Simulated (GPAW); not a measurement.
# Optical response of SiC (Moissanite)

Wanted: where SiC (Moissanite) starts to absorb, how strongly, and its refractive index.

Calculated with GPAW 26.7.0; DFT, PBE, plane-wave PAW (GPAW data sets), scalar-relativistic, RPA, optical limit.

Report form: the programs' logs are mostly left out.

## 1. The starting structure

It takes space group P6_3mc (No. 186, hexagonal). The conventional cell has a = 3.076 Å, b = 3.076 Å, c = 5.048 Å, α = 90.00°, β = 90.00°, γ = 120.00°. Nearest to Si lie 4 C at 1.87 to 1.94 Å. Nearest to C lie 4 Si at 1.87 to 1.94 Å. Farther neighbours are not listed.

## 2. Ground state

The self-consistent density comes first; it also tells whether there is a gap, which decides the occupations and the need for a Drude term.

This step: DFT, PBE, plane-wave PAW (GPAW data sets), scalar-relativistic, ground state (GPAW 26.7.0).

Contents of gs.py:

```python
from ase import Atoms
from ase.dft.bandgap import bandgap
from gpaw import GPAW, PW, FermiDirac

atoms = Atoms(['Si', 'Si', 'C', 'C'],
              cell=[[3.075999999976, 0.000000000000, 0.000000000000],
                    [-1.537999999988, 2.663894142020, 0.000000000000],
                    [0.000000000000, 0.000000000000, 5.048000000000]],
              scaled_positions=[[0.666666666667, 0.333333333333, 0.500000000000],
                                [0.333333333333, 0.666666666667, 0.000000000000],
                                [0.666666666667, 0.333333333333, 0.885000000000],
                                [0.333333333333, 0.666666666667, 0.385000000000]],
              pbc=[True, True, True])
atoms.calc = GPAW(mode=PW(500), xc='PBE', kpts={'size': (8, 8, 5), 'gamma': True},
                  occupations=FermiDirac(0.05), maxiter=150, txt='gs.txt')
print('energy (eV)', atoms.get_potential_energy())
print('Fermi level (eV)', atoms.calc.get_fermi_level())
print('valence electrons', atoms.calc.get_number_of_electrons())
print('gap (eV)', bandgap(atoms.calc, output=None)[0])
print('direct gap (eV)', bandgap(atoms.calc, direct=True, output=None)[0])
atoms.calc.write('gs.gpw')
```

Started as:

```console
$ OMP_NUM_THREADS=1 python gs.py
```

It took 9.1 s on 1 thread of Arm Neoverse V1, shared host; peak memory 0.14 GiB.

Numbers from this step:

```
energy                 : -29.88 eV
Fermi energy           : 10.00 eV
gap on the k-mesh      : 2.571 eV
direct gap on the mesh : 4.070 eV
electrons              : 16
```

There is a gap, 2.57 eV on this mesh (points off the mesh can give less), so no carriers' term is needed.

## 3. Bands for the response

The response needs many more empty bands than the density does.

This step: DFT, PBE, plane-wave PAW (GPAW data sets), scalar-relativistic, bands at fixed density (GPAW 26.7.0).

Contents of nscf.py:

```python
from ase.dft.bandgap import bandgap
from gpaw import GPAW, FermiDirac

calc = GPAW('gs.gpw').fixed_density(kpts={'size': (12, 12, 6), 'gamma': True}, nbands=36, convergence={'bands': 30},
                                    occupations=FermiDirac(0.001), txt='nscf.txt')
print('gap (eV)', bandgap(calc, output=None)[0])
print('direct gap (eV)', bandgap(calc, direct=True, output=None)[0])
print('top band over the Fermi level (eV)', min(calc.get_eigenvalues(kpt=k)[29] for k in range(len(calc.get_ibz_k_points()))) - calc.get_fermi_level())
calc.write('full.gpw', mode='all')
```

Started as:

```console
$ OMP_NUM_THREADS=1 python nscf.py
```

Elapsed: 67 s, on 1 thread; peak memory 0.22 GiB.

This step gave:

* gap on the k-mesh: 2.315 eV

## 4. Dielectric function, RPA

Local fields let the induced charge screen the field inside the cell, which as a rule lowers ε, most along directions where the density is uneven.

This step: DFT, PBE, plane-wave PAW (GPAW data sets), scalar-relativistic, RPA, optical limit (GPAW 26.7.0).

Contents of df.py:

```python
from gpaw.response.df import DielectricFunction

df = DielectricFunction('full.gpw', frequencies={'type': 'nonlinear', 'domega0': 0.03, 'omega2': 8},
                        ecut=60,
                        eta=0.1,
                        nbands=30,
                        txt='df.txt')
for direction in ['x', 'z']:
    df.get_dielectric_function(xc='RPA', direction=direction, filename=f'df_{direction}.csv')
```

Started as:

```console
$ OMP_NUM_THREADS=1 python df.py
```

It took 8.1 s on 1 thread; peak memory 0.22 GiB.

Read-outs, printed or worked out from the files:

```
electronic dielectric constant ε∞, mean over x, y and z (by symmetry where fewer were run) : 6.802
main peak of Im epsilon, first axis                                                        : 6.269 eV
```

The Im ε has structure finer than the step of the table below, so its rows give means over 0.5 eV, whole bins alone (the curve runs from 0 to 21.9 eV). Peaks (eV: height): E ∥ x 6.28: 17.6, 7.32: 16.4; E ∥ z 5.08: 10.5, 6.39: 23.0, 7.61: 16.3.

Values under the direct gap are tails of Lorentzian lines. Im ε against photon energy; means over each step:

```csv
photon energy (eV),E ∥ x,E ∥ z
0.5,0.0103,0.0130
1.0,0.0213,0.0271
1.5,0.0338,0.0435
2.0,0.0491,0.0641
2.5,0.0689,0.0924
3.0,0.0969,0.135
3.5,0.140,0.210
4.0,0.220,0.378
4.5,0.477,1.37
5.0,1.97,7.23
5.5,4.32,9.06
6.0,13.2,13.3
6.5,14.8,17.6
7.0,14.7,12.9
7.5,13.6,14.9
8.0,10.9,9.72
8.5,10.1,8.45
9.0,9.22,7.92
9.5,6.56,6.80
10.0,5.85,5.01
10.5,4.91,4.02
11.0,4.47,3.59
11.5,3.46,2.98
12.0,3.03,3.24
12.5,2.20,2.27
13.0,2.26,2.33
13.5,2.06,2.15
14.0,1.95,1.70
14.5,1.49,1.07
15.0,1.34,1.11
15.5,1.18,1.06
16.0,0.967,0.949
16.5,0.850,0.769
17.0,0.688,0.622
17.5,0.617,0.603
18.0,0.534,0.619
18.5,0.479,0.489
19.0,0.489,0.463
19.5,0.399,0.388
20.0,0.296,0.361
20.5,0.269,0.342
21.0,0.248,0.361
21.5,0.217,0.343
```

Table of Re ε by photon energy:

```csv
photon energy (eV),E ∥ x,E ∥ z
0,6.61,7.18
1,6.72,7.31
2,7.06,7.75
3,7.76,8.69
4,9.20,10.9
5,12.9,15.6
6,15.7,12.4
7,5.20,3.80
8,0.329,-2.44
9,-1.47,-2.77
10,-3.33,-3.18
11,-3.36,-3.29
12,-2.49,-2.38
13,-2.04,-1.86
14,-1.63,-2.04
15,-1.42,-1.36
16,-1.23,-1.22
17,-0.964,-0.876
18,-0.731,-0.675
19,-0.475,-0.417
20,-0.331,-0.279
21,-0.163,-0.123
```

Values under the direct gap are tails of Lorentzian lines. Table of loss function −Im 1/ε at q → 0 by energy loss; read off at these points:

```csv
energy loss (eV),E ∥ x,E ∥ z
0.50,2.3e-4,2.5e-4
1.00,4.7e-4,5.0e-4
1.50,7.2e-4,7.7e-4
2.00,9.8e-4,0.00106
2.50,0.00127,0.00139
3.00,0.00160,0.00177
3.50,0.00200,0.00228
4.00,0.00255,0.00308
4.50,0.00387,0.00542
5.00,0.0135,0.0275
5.50,0.0158,0.0274
6.00,0.0317,0.0403
6.50,0.0587,0.0527
7.00,0.0614,0.0764
7.50,0.0750,0.0655
8.00,0.0898,0.105
8.50,0.0970,0.109
9.00,0.105,0.110
9.50,0.120,0.0971
10.00,0.125,0.145
10.50,0.168,0.151
11.00,0.144,0.150
11.50,0.177,0.245
12.00,0.196,0.195
12.50,0.225,0.205
13.00,0.244,0.258
13.50,0.260,0.246
14.00,0.299,0.243
14.50,0.284,0.275
15.00,0.352,0.362
15.50,0.353,0.475
16.00,0.395,0.397
16.50,0.423,0.442
17.00,0.488,0.537
17.50,0.566,0.734
18.00,0.648,0.737
18.50,0.824,0.831
19.00,1.05,1.19
19.50,1.02,1.35
20.00,1.49,1.75
20.50,1.96,2.25
21.00,2.80,2.45
21.50,4.28,2.67
21.75,4.63,2.92
```

The reflectivity at normal incidence has structure finer than the step of the table below, so its rows give means over 0.5 eV, whole bins alone (the curve runs from 0 to 21.9 eV). Peaks (eV: height): E ∥ x 9.35: 56.2, 10.17: 52.2, 11.18: 53.1, 12.34: 55.9, 14.40: 53.3, 16.85: 55.2, 19.81: 56.2; E ∥ z 7.73: 56.5, 9.55: 56.6, 10.45: 55.9, 11.10: 55.2, 12.50: 54.2, 14.31: 63.1, 16.54: 54.3.

The reflectivity at normal incidence by photon energy; means over each step:

```csv
photon energy (eV),E ∥ x (%),E ∥ z (%)
0.5,19.4,20.9
1.0,19.6,21.2
1.5,20.0,21.6
2.0,20.5,22.2
2.5,21.3,23.1
3.0,22.3,24.4
3.5,23.6,26.1
4.0,25.4,28.7
4.5,28.3,33.4
5.0,32.0,37.4
5.5,36.5,38.9
6.0,43.7,42.1
6.5,43.3,48.7
7.0,44.2,42.6
7.5,47.6,49.9
8.0,43.8,49.1
8.5,45.9,46.8
9.0,47.3,47.0
9.5,51.2,52.7
10.0,49.1,50.0
10.5,45.3,51.0
11.0,51.2,51.4
11.5,49.8,44.2
12.0,51.2,47.1
12.5,51.2,50.9
13.0,46.7,45.2
13.5,46.8,48.5
14.0,46.8,54.3
14.5,51.9,58.2
15.0,49.2,51.2
15.5,51.3,47.5
16.0,52.0,51.3
16.5,52.7,52.7
17.0,53.7,53.1
17.5,52.2,46.7
18.0,52.2,45.8
18.5,49.7,48.9
19.0,45.4,44.2
19.5,50.7,45.8
20.0,51.5,41.6
20.5,47.8,37.0
21.0,42.8,31.7
21.5,36.8,31.3
```

Refractive index n and extinction k against photon energy:

```csv
photon energy (eV),"n, E ∥ x","k, E ∥ x","n, E ∥ z","k, E ∥ z"
0,2.57,0,2.68,0
1,2.59,0.00410,2.70,0.00499
2,2.66,0.00920,2.78,0.0115
3,2.78,0.0173,2.95,0.0227
4,3.03,0.0356,3.30,0.0553
5,3.61,0.323,4.10,1.09
6,4.29,1.65,3.89,1.64
7,3.20,2.25,2.85,2.08
8,2.39,2.32,1.84,2.41
9,1.99,2.33,1.70,2.38
10,1.36,2.28,1.13,2.11
11,1.04,2.11,0.917,2.03
12,0.866,1.80,0.963,1.82
13,0.703,1.59,0.791,1.58
14,0.696,1.45,0.575,1.54
15,0.518,1.30,0.449,1.25
16,0.403,1.18,0.399,1.17
17,0.327,1.03,0.310,0.986
18,0.289,0.902,0.345,0.891
19,0.327,0.763,0.329,0.724
20,0.229,0.619,0.294,0.604
21,0.262,0.482,0.363,0.505
```

Optical constants at common wavelengths, from n + ik = √ε:

```csv
wavelength (nm),n x,k x,R (%) x,1/α x,n z,k z,R (%) z,1/α z
1550,2.58,0.003,19.5,38 µm,2.70,0.004,21.0,31 µm
1064,2.60,0.005,19.7,17 µm,2.71,0.006,21.3,14 µm
532,2.69,0.011,21.0,3.7 µm,2.83,0.014,22.8,2.9 µm
405,2.80,0.018,22.4,1.8 µm,2.96,0.024,24.5,1.4 µm
308,3.04,0.036,25.5,672 nm,3.31,0.057,28.8,430 nm
248,3.61,0.322,32.4,61 nm,4.10,1.085,39.7,18 nm
193,3.37,2.184,43.5,7.0 nm,3.74,3.049,53.0,5.0 nm
```

Below the direct gap, k and the depth come from the tails of the Lorentzian lines, not from transitions.

Rows near the edge hang on the gap, which this functional as a rule makes too small, and phonon-assisted absorption is left out.

At 1064 nm the birefringence n(z) − n(x) is +0.114: the crystal is uniaxial positive at this level.

## 5. Results

```
electronic dielectric constant ε∞, mean over x, y and z (by symmetry where fewer were run) (RPA) : 6.80
main peak of Im epsilon, first axis                                                              : 6.27 eV
```

In words: At this level (PBE, RPA) SiC has a mean ε∞ = 6.80 and n = 2.58 at 1550 nm (E ∥ x), and Im ε peaks at 6.3 eV (E ∥ x). On the mesh the gap is 2.32 eV and the least direct gap 4.07 eV, so on this mesh the band edges lie at different points. Local fields change the static value along x from 7.02 to 6.61 (-6 %). Distinct maxima of Im ε, read by a parabola through the highest points, lie at 6.27 eV (18), 6.82 eV (15), 7.33 eV (16) and 8.04 eV (11) for E ∥ x. The static values by axis are 6.61 (x), 7.18 (z). At 1064 nm the birefringence n(z) − n(x) is +0.114: the crystal is uniaxial positive at this level. Excitons and phonon-assisted transitions are missing; PBE gaps are as a rule too small, which pulls the onset down and ε∞ up. The sum runs over mesh points, so small or evenly spaced maxima can still be ripples of the mesh. Besides steps told in other documents, this task had 1 run with a known fault of program or setting; those not told in a step above aren't shown.

[Machine, clock and banner lines and Python warnings are left out of the logs.]

[Logs are printed without paths, hosts, clocks, repeated set-up lines and the standing remarks that a program may print on its own settings, such as how far it seeks lower states.]

[Hosts, paths, dates, database ids (printed as entryN), source tags and the programs' standing remarks are cut or masked in the printed files.]
